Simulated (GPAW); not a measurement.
**Mo2CCl2 MXene monolayer: work function by functional and basis**

How far do functional and basis move the work function of Mo2CCl2 MXene monolayer?

Program: GPAW 26.7.0. Level of theory: GPAW, PAW setups; layer in a repeated cell with vacuum, relaxation of atoms and in-plane cell, in the first sound run; inputs show where later runs differ. Results are calculated unless marked as measured.

This is a report of a sequence of runs, with most program output left out.

## Step 1: The structure

The cell holds 5 atoms: 2 Cl, 2 Mo and 1 C. Its edges and angles: a = 3.025 Å, b = 3.025 Å, c = 19.697 Å, α = 90.0°, β = 90.0°, γ = 120.0°. Vacuum lies along c.

## Step 2: Relaxation

The atoms are relaxed first, since the surface dipole, and with it the work function, follows the positions of the outer layers.

The input, run.py:

```python
import json
import numpy as np
from ase import Atoms
from ase.filters import FrechetCellFilter
from ase.optimize import BFGS
from gpaw import GPAW, PW

slab = Atoms(
    ['Cl', 'Mo', 'C', 'Mo', 'Cl'],
    positions=[
        [-0.00000, 1.74633, 7.00000],
        [1.51237, 0.87317, 8.65504],
        [0.00000, 0.00000, 9.84852],
        [-0.00000, 1.74633, 11.04200],
        [1.51237, 0.87317, 12.69704]],
    cell=[[3.02474, 0.0, 0.0], [-1.51237, 2.6195, 0.0], [0.0, 0.0, 19.697]],
    pbc=[True, True, True])

slab.calc = GPAW(mode=PW(600), xc='PBE', kpts={'size': (12, 12, 1), 'gamma': True},
                 occupations={'name': 'fermi-dirac', 'width': 0.05}, nbands='160%',
                 convergence={'density': 1e-05}, maxiter=200,
                 symmetry={'tolerance': 1e-3}, txt='slab.txt')
result = {}
# The in-plane cell is free; stress needs a cell that repeats along all three vectors
path = []
opt = BFGS(FrechetCellFilter(slab, mask=[1, 1, 0, 0, 0, 1]), maxstep=0.2)
opt.attach(lambda: path.append((slab.get_potential_energy(), slab.positions.tolist(), slab.get_forces().tolist())))
result['relaxed'] = bool(opt.run(fmax=0.02, steps=45))
result['path'] = path
result['cell'] = slab.cell.tolist()
print('in-plane lattice', slab.cell.cellpar().round(4)[[0, 1, 5]])
energy = slab.get_potential_energy()
fermi = slab.calc.get_fermi_level()
v = slab.calc.get_electrostatic_potential().mean((0, 1)) - fermi
n = slab.calc.get_pseudo_density().mean((0, 1))
L = slab.cell[2, 2]
z = np.arange(len(v)) * L / len(v)
low, high = slab.positions[:, 2].min(), slab.positions[:, 2].max()
below, above = np.interp([low - 4.8, high + 4.8], z, v)
slopes = [np.interp(x, z, np.gradient(v, z)) for x in (low - 4.8, high + 4.8)]
eps = np.array([[slab.calc.get_eigenvalues(k, s) for k in range(len(slab.calc.get_ibz_k_points()))]
                for s in range(slab.calc.get_number_of_spins())]) - fermi
top, bottom = eps[eps < 0].max(), eps[eps > 0].min()
dipole = slab.get_dipole_moment()[2]
print(f'energy {energy:.4f} eV, Fermi level {fermi:.4f} eV, dipole {dipole:.5f} e A')
print(f'potential 4.8 A off the faces, from the Fermi level: lower {below:.4f} eV, upper {above:.4f} eV')
print(f'slope of the potential there: lower {slopes[0]:.5f}, upper {slopes[1]:.5f} eV/A')
print(f'nearest levels on the mesh: {top:.4f} and {bottom:.4f} eV')
print('magnetic moment', round(slab.get_magnetic_moment(), 3))
result.update(energy=energy, fermi=fermi, dipole=dipole, below=below, above=above, slopes=slopes, edges=[top, bottom],
              z=z.tolist(), v=v.tolist(), n=n.tolist(), positions=slab.positions.tolist(),
              forces=slab.get_forces(apply_constraint=False).tolist(), moments=slab.get_magnetic_moments().tolist())
json.dump(result, open('result.json', 'w'))
```

Launch:

```console
$ OMP_NUM_THREADS=1 OPENBLAS_NUM_THREADS=1 python run.py
```

Wall time 11 min (1 thread of Intel Xeon Platinum 8488C (Sapphire Rapids), shared host); peak memory 0.55 GiB.

This run has no spin polarisation, although Mo can carry a moment.

This step gave:

| Quantity | Value |
| --- | --- |
| dipole along the normal | 7.16e-4 e·Å |
| levels nearest the Fermi level on the mesh | -0.04983, 0.08480 eV from the Fermi level |

The electrostatic potential energy of an electron (without an applied field's), less the Fermi level, planar mean by z:

| z (Å) | electrostatic potential energy of an electron (without an applied field's), less the Fermi level, planar mean (eV) |
| --- | --- |
| 0.0 | 4.50 |
| 0.5 | 4.50 |
| 1.0 | 4.50 |
| 1.5 | 4.50 |
| 2.0 | 4.50 |
| 2.5 | 4.50 |
| 3.0 | 4.50 |
| 3.5 | 4.50 |
| 4.0 | 4.50 |
| 4.5 | 4.50 |
| 5.0 | 4.47 |
| 5.5 | 4.33 |
| 6.0 | 3.57 |
| 6.5 | -0.587 |
| 7.0 | -14.9 |
| 7.5 | -9.34 |
| 8.0 | -3.68 |
| 8.5 | -12.8 |
| 9.0 | -20.6 |
| 9.5 | -13.4 |
| 10.0 | -14.0 |
| 10.5 | -17.8 |
| 11.0 | -18.0 |
| 11.5 | -5.83 |
| 12.0 | -5.03 |
| 12.5 | -17.0 |
| 13.0 | -5.03 |
| 13.5 | 2.65 |
| 14.0 | 4.16 |
| 14.5 | 4.44 |
| 15.0 | 4.49 |
| 15.5 | 4.50 |
| 16.0 | 4.50 |
| 16.5 | 4.50 |
| 17.0 | 4.50 |
| 17.5 | 4.50 |
| 18.0 | 4.50 |
| 18.5 | 4.50 |
| 19.0 | 4.50 |
| 19.5 | 4.50 |

Pseudo valence density, planar mean against z:

| z (Å) | pseudo valence density, planar mean (e/Å³) |
| --- | --- |
| 0.00 | 0 |
| 0.53 | 0 |
| 1.06 | 0 |
| 1.58 | 0 |
| 2.11 | 0 |
| 2.64 | 0 |
| 3.17 | 5.4e-6 |
| 3.69 | 2.8e-5 |
| 4.22 | 1.5e-4 |
| 4.75 | 8.5e-4 |
| 5.28 | 0.00497 |
| 5.80 | 0.0307 |
| 6.33 | 0.178 |
| 6.86 | 0.474 |
| 7.39 | 0.512 |
| 7.91 | 0.339 |
| 8.44 | 0.593 |
| 8.97 | 1.50 |
| 9.50 | 0.760 |
| 10.02 | 0.702 |
| 10.55 | 1.25 |
| 11.08 | 0.974 |
| 11.61 | 0.323 |
| 12.13 | 0.490 |
| 12.66 | 0.460 |
| 13.19 | 0.288 |
| 13.72 | 0.0565 |
| 14.25 | 0.00909 |
| 14.77 | 0.00152 |
| 15.30 | 2.7e-4 |
| 15.83 | 4.9e-5 |
| 16.36 | 9.6e-6 |
| 16.88 | 1.8e-6 |
| 17.41 | 0 |
| 17.94 | 0 |
| 18.47 | 0 |
| 18.99 | 0 |
| 19.52 | 0 |

The relaxation lowered the energy of the cell by 1.78 eV (energies extrapolated to zero smearing; the optimiser's log prints free energies). The largest force left on a free atom is 0.0022 eV/Å.

## Step 3: The slab's potential

With the geometry fixed, the planar mean of the potential gives the vacuum level on each side.

This step: GPAW, PAW setups; slab in vacuum (GPAW 26.7.0).

The cell differs from the one that the last finished run ended in (c 19.697 → 19.407 Å).

Changes to run.py since step 2:

```diff
@@ -3,4 +3,2 @@
 from ase import Atoms
-from ase.filters import FrechetCellFilter
-from ase.optimize import BFGS
 from gpaw import GPAW, PW
@@ -10,23 +8,16 @@
     positions=[
-        [-0.00000, 1.74633, 7.00000],
-        [1.51237, 0.87317, 8.65504],
-        [0.00000, 0.00000, 9.84852],
-        [-0.00000, 1.74633, 11.04200],
-        [1.51237, 0.87317, 12.69704]],
-    cell=[[3.02474, 0.0, 0.0], [-1.51237, 2.6195, 0.0], [0.0, 0.0, 19.697]],
-    pbc=[True, True, True])
+        [-0.00000, 1.93787, 7.00000],
+        [1.67825, 0.96894, 8.77095],
+        [0.00000, 0.00000, 9.70334],
+        [-0.00000, 1.93787, 10.63574],
+        [1.67825, 0.96894, 12.40669]],
+    cell=[[3.3565, -0.0, 0.0], [-1.67825, 2.90681, 0.0], [0.0, 0.0, 19.4067]],
+    pbc=[True, True, False])
 
-slab.calc = GPAW(mode=PW(600), xc='PBE', kpts={'size': (12, 12, 1), 'gamma': True},
+slab.calc = GPAW(mode=PW(500), xc='PBE', kpts={'size': (12, 12, 1), 'gamma': True},
                  occupations={'name': 'fermi-dirac', 'width': 0.05}, nbands='160%',
                  convergence={'density': 1e-05}, maxiter=200,
+                 poissonsolver={'dipolelayer': 'xy'},
                  symmetry={'tolerance': 1e-3}, txt='slab.txt')
 result = {}
-# The in-plane cell is free; stress needs a cell that repeats along all three vectors
-path = []
-opt = BFGS(FrechetCellFilter(slab, mask=[1, 1, 0, 0, 0, 1]), maxstep=0.2)
-opt.attach(lambda: path.append((slab.get_potential_energy(), slab.positions.tolist(), slab.get_forces().tolist())))
-result['relaxed'] = bool(opt.run(fmax=0.02, steps=45))
-result['path'] = path
-result['cell'] = slab.cell.tolist()
-print('in-plane lattice', slab.cell.cellpar().round(4)[[0, 1, 5]])
 energy = slab.get_potential_energy()
```

Elapsed: 46 s, on 1 thread; peak memory 0.26 GiB.

This step gave:

* dipole along the normal: -1.37e-4 e·Å
* levels nearest the Fermi level on the mesh: -0.04989, 0.08484 eV from the Fermi level
* upper work function: 4.505 eV
* lower work function: 4.501 eV

Electrostatic potential energy of an electron (without an applied field's), less the Fermi level, planar mean against z:

z (Å), electrostatic potential energy of an electron (without an applied field's), less the Fermi level, planar mean (eV) and a bar from the least value:
```
      0.0        4.5 ##############################
      0.5        4.5 ##############################
      1.0        4.5 ##############################
      1.5        4.5 ##############################
      2.0        4.5 ##############################
      2.5        4.5 ##############################
      3.0        4.5 ##############################
      3.5        4.5 ##############################
      4.0        4.5 ##############################
      4.5        4.5 ##############################
      5.0        4.4 ##############################
      5.5        4.2 ##############################
      6.0        3.0 ############################
      6.5       -3.7 ####################
      7.0      -17.1 ####
      7.5       -5.9 #################
      8.0       -5.1 ##################
      8.5      -16.8 ####
      9.0      -18.7 ##
      9.5      -13.6 ########
     10.0      -13.3 ########
     10.5      -20.1 
     11.0      -14.2 #######
     11.5       -4.1 ####################
     12.0       -7.9 ###############
     12.5      -16.1 #####
     13.0       -1.6 #######################
     13.5        3.4 #############################
     14.0        4.3 ##############################
     14.5        4.5 ##############################
     15.0        4.5 ##############################
     15.5        4.5 ##############################
     16.0        4.5 ##############################
     16.5        4.5 ##############################
     17.0        4.5 ##############################
     17.5        4.5 ##############################
     18.0        4.5 ##############################
     18.5        4.5 ##############################
     19.0        4.5 ##############################
```

The pseudo valence density, planar mean oscillates, so the rows of the table below give means over windows of 1.66 Å about each position, cut where the curve ends. Its maxima inside the range that stand out by 2 % of the span (Å: e/Å³): 7.2: 0.506, 8.9: 1.46, 10.5: 1.46, 12.2: 0.506. Its minima: 7.9: 0.323, 9.8: 0.693, 11.5: 0.323.

Table of pseudo valence density, planar mean by z; means over each step:

z (Å), pseudo valence density, planar mean (e/Å³) and a bar:
```
     2.49       0.00 
     4.15       0.00 
     5.81       0.12 ####
     7.47       0.44 ##############
     9.13       0.97 ##############################
    10.79       0.88 ###########################
    12.45       0.41 #############
    14.11       0.03 #
    15.77       0.00
```

The potential is flat to 4.3e-5 eV/Å where it is read, so the vacuum is wide enough.

## Step 4: OptPBE vdW: xc = "optPBE-vdW"

The same geometry under optPBE-vdW, to see how far the functional moves the levels against the vacuum (the van der Waals functionals take revPBE setups).

Changes to run.py since step 3:

```diff
@@ -16,3 +16,3 @@
 
-slab.calc = GPAW(mode=PW(500), xc='PBE', kpts={'size': (12, 12, 1), 'gamma': True},
+slab.calc = GPAW(mode=PW(500), xc='optPBE-vdW', kpts={'size': (12, 12, 1), 'gamma': True},
                  occupations={'name': 'fermi-dirac', 'width': 0.05}, nbands='160%',
```

Wall time 60 s (1 thread); peak memory 0.44 GiB.

This step gave:

```yaml
levels_nearest_the_fermi_level_on_the_mesh: -0.06805, 0.09399 eV from the Fermi level
upper_work_function: 4.766 eV
lower_work_function: 4.762 eV
```

The electrostatic potential energy of an electron (without an applied field's), less the Fermi level, planar mean oscillates, so the rows of the table below give means over windows of 1 Å about each position, cut where the curve ends. Its maxima inside the range that stand out by 2 % of the span (Å: eV): 7.8: -3.41, 9.4: -13.2, 10.0: -13.2, 11.6: -3.41. Its minima: 7.0: -17.1, 8.8: -20.9, 9.7: -14.7, 10.6: -20.9, 12.4: -17.1.

The electrostatic potential energy of an electron (without an applied field's), less the Fermi level, planar mean by z; means over each step:

z (Å), electrostatic potential energy of an electron (without an applied field's), less the Fermi level, planar mean (eV) and a bar from the least value:
```
        0        4.8 ##############################
        1        4.8 ##############################
        2        4.8 ##############################
        3        4.8 ##############################
        4        4.8 ##############################
        5        4.7 ##############################
        6        2.3 ###########################
        7      -11.6 ########
        8       -7.2 ##############
        9      -17.3 
       10      -15.1 ###
       11      -13.6 #####
       12       -9.2 ###########
       13       -3.4 ###################
       14        4.4 ##############################
       15        4.8 ##############################
       16        4.8 ##############################
       17        4.8 ##############################
       18        4.8 ##############################
       19        4.8 ##############################
```

The pseudo valence density, planar mean by z:

z (Å), pseudo valence density, planar mean (e/Å³) and a bar:
```
      3.5       0.00 
      4.0       0.00 
      4.5       0.00 
      5.0       0.00 
      5.5       0.02 
      6.0       0.10 ##
      6.5       0.38 ########
      7.0       0.46 ##########
      7.5       0.45 ##########
      8.0       0.34 #######
      8.5       1.04 ######################
      9.0       1.24 ###########################
      9.5       0.71 ###############
     10.0       0.74 ################
     10.5       1.40 ##############################
     11.0       0.83 ##################
     11.5       0.33 #######
     12.0       0.49 ###########
     12.5       0.46 ##########
     13.0       0.32 #######
     13.5       0.07 ##
     14.0       0.01 
     14.5       0.00 
     15.0       0.00 
     15.5       0.00
```

Force by atom:

| atom | x (eV/Å) | y (eV/Å) | z (eV/Å) | size |
| --- | --- | --- | --- | --- |
| Cl1 | 0.000 | 0.000 | -0.194 | 0.194 |
| Mo2 | 0.000 | 0.000 | -0.246 | 0.246 |
| C3 | 0.000 | 0.000 | 0.000 | 0.000 |
| Mo4 | 0.000 | 0.000 | 0.246 | 0.246 |
| Cl5 | 0.000 | 0.000 | 0.194 | 0.194 |

The upper face's work function is 4.766 eV, against 4.505 eV in the first plane-wave PBE run at this geometry.

## Step 5: Self-consistent run: xc = "revPBE"

The same geometry under revPBE, to see how far the functional moves the levels against the vacuum.

Changes to run.py since step 4:

```diff
@@ -16,3 +16,3 @@
 
-slab.calc = GPAW(mode=PW(500), xc='optPBE-vdW', kpts={'size': (12, 12, 1), 'gamma': True},
+slab.calc = GPAW(mode=PW(500), xc='revPBE', kpts={'size': (12, 12, 1), 'gamma': True},
                  occupations={'name': 'fermi-dirac', 'width': 0.05}, nbands='160%',
```

The job ended after 46 s (1 thread; peak memory 0.26 GiB).

This step gave:

```yaml
dipole_along_the_normal: -1.38e-4 e·Å
levels_nearest_the_fermi_level_on_the_mesh: -0.05240, 0.08789 eV from the Fermi level
upper_work_function: 4.409 eV
lower_work_function: 4.405 eV
```

The upper face's work function is 4.409 eV, against 4.505 eV in the first plane-wave PBE run at this geometry.

## Step 6: Self-consistent run: xc = "vdW-DF2"

The same geometry under vdW-DF2, to see how far the functional moves the levels against the vacuum (the van der Waals functionals take revPBE setups).

Changes to run.py since step 5:

```diff
@@ -16,3 +16,3 @@
 
-slab.calc = GPAW(mode=PW(500), xc='revPBE', kpts={'size': (12, 12, 1), 'gamma': True},
+slab.calc = GPAW(mode=PW(500), xc='vdW-DF2', kpts={'size': (12, 12, 1), 'gamma': True},
                  occupations={'name': 'fermi-dirac', 'width': 0.05}, nbands='160%',
```

Run time: 60 s. Hardware: 1 thread; peak memory 0.44 GiB.

This step gave:

```yaml
dipole_along_the_normal: -1.37e-4 e·Å
levels_nearest_the_fermi_level_on_the_mesh: -0.07066, 0.1068 eV from the Fermi level
upper_work_function: 4.960 eV
lower_work_function: 4.957 eV
```

Table of electrostatic potential energy of an electron (without an applied field's), less the Fermi level, planar mean by z:

z (Å), electrostatic potential energy of an electron (without an applied field's), less the Fermi level, planar mean (eV) and a bar from the least value:
```
      0.0        5.0 ##############################
      0.5        5.0 ##############################
      1.0        5.0 ##############################
      1.5        5.0 ##############################
      2.0        5.0 ##############################
      2.5        5.0 ##############################
      3.0        5.0 ##############################
      3.5        5.0 ##############################
      4.0        5.0 ##############################
      4.5        4.9 ##############################
      5.0        4.9 ##############################
      5.5        4.6 ##############################
      6.0        3.3 ############################
      6.5       -3.4 ####################
      7.0      -16.9 ####
      7.5       -5.9 #################
      8.0       -5.3 ##################
      8.5      -17.0 ####
      9.0      -18.8 ##
      9.5      -13.7 ########
     10.0      -13.3 ########
     10.5      -20.2 
     11.0      -14.4 #######
     11.5       -4.3 ###################
     12.0       -7.9 ###############
     12.5      -15.9 #####
     13.0       -1.3 #######################
     13.5        3.8 #############################
     14.0        4.7 ##############################
     14.5        4.9 ##############################
     15.0        4.9 ##############################
     15.5        5.0 ##############################
     16.0        5.0 ##############################
     16.5        5.0 ##############################
     17.0        5.0 ##############################
     17.5        5.0 ##############################
     18.0        5.0 ##############################
     18.5        5.0 ##############################
     19.0        5.0 ##############################
```

The upper face's work function is 4.960 eV, against 4.505 eV in the first plane-wave PBE run at this geometry.

## Step 7: Self-consistent run: xc = "LDA"

The same geometry under LDA, to see how far the functional moves the levels against the vacuum.

Changes to run.py since step 6:

```diff
@@ -16,3 +16,3 @@
 
-slab.calc = GPAW(mode=PW(500), xc='vdW-DF2', kpts={'size': (12, 12, 1), 'gamma': True},
+slab.calc = GPAW(mode=PW(500), xc='LDA', kpts={'size': (12, 12, 1), 'gamma': True},
                  occupations={'name': 'fermi-dirac', 'width': 0.05}, nbands='160%',
```

Elapsed: 47 s, on 1 thread; peak memory 0.26 GiB.

This step gave:

* levels nearest the Fermi level on the mesh: -0.03634, 0.07324 eV from the Fermi level
* upper work function: 4.745 eV
* lower work function: 4.742 eV

The upper face's work function is 4.745 eV, against 4.505 eV in the first plane-wave PBE run at this geometry.

(Continued in part 2 of 2.)

[Logs are printed without paths, hosts, clocks, repeated set-up lines and the standing remarks that a program may print on its own settings, such as how far it seeks lower states.]

[Hosts, paths, dates, database ids (printed as entryN), source tags and the programs' standing remarks are cut or masked in the printed files.]
